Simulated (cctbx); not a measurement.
## Occupancies in Mg3Sc3Ag2Au

Cell a = 7.2470 Å, b = 7.2470 Å, c = 4.0330 Å, α = 90.00°, β = 90.00°, γ = 120.00°; space group P-62m (no. 189); nominal formula Mg3Sc3Ag2Au.

The data are simulated with cctbx, not measured: Cu Kα, λ = 1.54184 Å, to d = 0.83 Å, 70 % of the full sphere, strongest reflection 70000 counts, noise from counting, a 6 % proportional error and a noise floor of 8 counts (s.d.); no absorption, and some extinction, which the refinements don't model.

With every site full:

```text
Rint 0.041, 144 unique reflections to 0.83 A
cycle     R1     wR2    GooF  max shift (A)
   1  0.0458  0.1445   5.460   0.00622
   2  0.0186  0.0683   2.582   0.00008
final R1 0.0187 wR2 0.0683 GooF 2.582  parameters 12  data/parameter 12.0
atom        x        y        z      Ueq    occ   su(xyz)  su(Uiso or U11)
Au1    0.00000  0.00000  0.50000   0.0166  1.000  0.00000  0.0005
Ag1    0.33333  0.66667  0.00000   0.0144  1.000  0.00000  0.0005
Sc1    0.00000  0.58639  0.50000   0.0228  1.000  0.00042  0.0016
Mg2    0.00000  0.24117  0.00000   0.0107  1.000  0.00052  0.0021
difference map: max 0.62 min -1.53 rms 0.19
Q1    0.0000  0.1941  0.0000    3    0.62  0.34 A from Mg2
Q2    0.1698  0.7873  0.5000    6    0.48  1.36 A from Sc1
Q3    0.0790  0.4783  0.0000    6    0.36  1.52 A from Mg2
Q4    0.0824  0.6080  0.0000    6    0.35  1.65 A from Ag1
Q5    0.0000  0.0000  0.1457    2    0.35  1.43 A from Au1
Q6    0.0000  0.8044  0.1066    6    0.28  1.66 A from Mg2
```

With the occupancies of the suspect sites free, each still typed as its main element:

```text
Rint 0.041, 144 unique reflections to 0.83 A
cycle     R1     wR2    GooF  max shift (A)
   1  0.0458  0.1544   5.880   0.00678
  16  0.0145  0.0307   1.168   0.00003
final R1 0.0144 wR2 0.0306 GooF 1.166  parameters 14  data/parameter 10.3
atom        x        y        z      Ueq    occ   su(xyz)  su(Uiso or U11)
Au1    0.00000  0.00000  0.50000   0.0156  0.958  0.00000  0.0002
Ag1    0.33333  0.66667  0.00000   0.0159  1.000  0.00000  0.0003
Sc1    0.00000  0.58659  0.50000   0.0232  1.000  0.00018  0.0007
Mg2    0.00000  0.24026  0.00000   0.0186  1.110  0.00024  0.0012
su of occupancy Au1: 0.003
su of occupancy Mg2: 0.015
difference map: max 0.45 min -1.23 rms 0.17
Q1    0.0541  0.5965  0.0000    6    0.47  1.82 A from Ag1
Q2    0.0000  0.4564  0.0000    3    0.39  1.57 A from Mg2
Q3    0.0000  0.2432  0.5000    3    0.37  1.76 A from Au1
Q4    0.1716  0.3898  0.5000    6    0.34  1.67 A from Sc1
Q5    0.0000  0.7695  0.4211    6    0.24  1.36 A from Sc1
Q6    0.0000  0.4222  0.3120    6    0.22  1.41 A from Sc1
```

**Question.** What is the disorder?

X-rays count electrons. Au1 refines to 0.958(0.003), or 75.7 electrons; the site truly holds 0.95 Au and 0.05 Mg, 75.6 electrons, which is 0.958 of Au; Mg2 refines to 1.110(0.015), or 13.3 electrons; the site truly holds 0.9833 Mg and 0.0167 Au, 13.1 electrons, which is 1.093 of Mg. A value under 1 can't tell vacancies from a lighter guest, and one over 1 needs a heavier guest; chemistry or a second radiation must settle which. Occupancy correlates with U and the scale, and the two elements' form factors differ in shape, so the match is approximate.

Freeing them takes R1 from 0.0187 to 0.0144 and GooF from 2.58 to 1.17.

The model was made for the exercise: a known structure type with other elements put in, its volume estimated, not relaxed; displacement parameters are assumed.

[Middle refinement cycles are left out of these outputs.]

[Logs are printed without paths, hosts, clocks, repeated set-up lines and the standing remarks that a program may print on its own settings, such as how far it seeks lower states.]
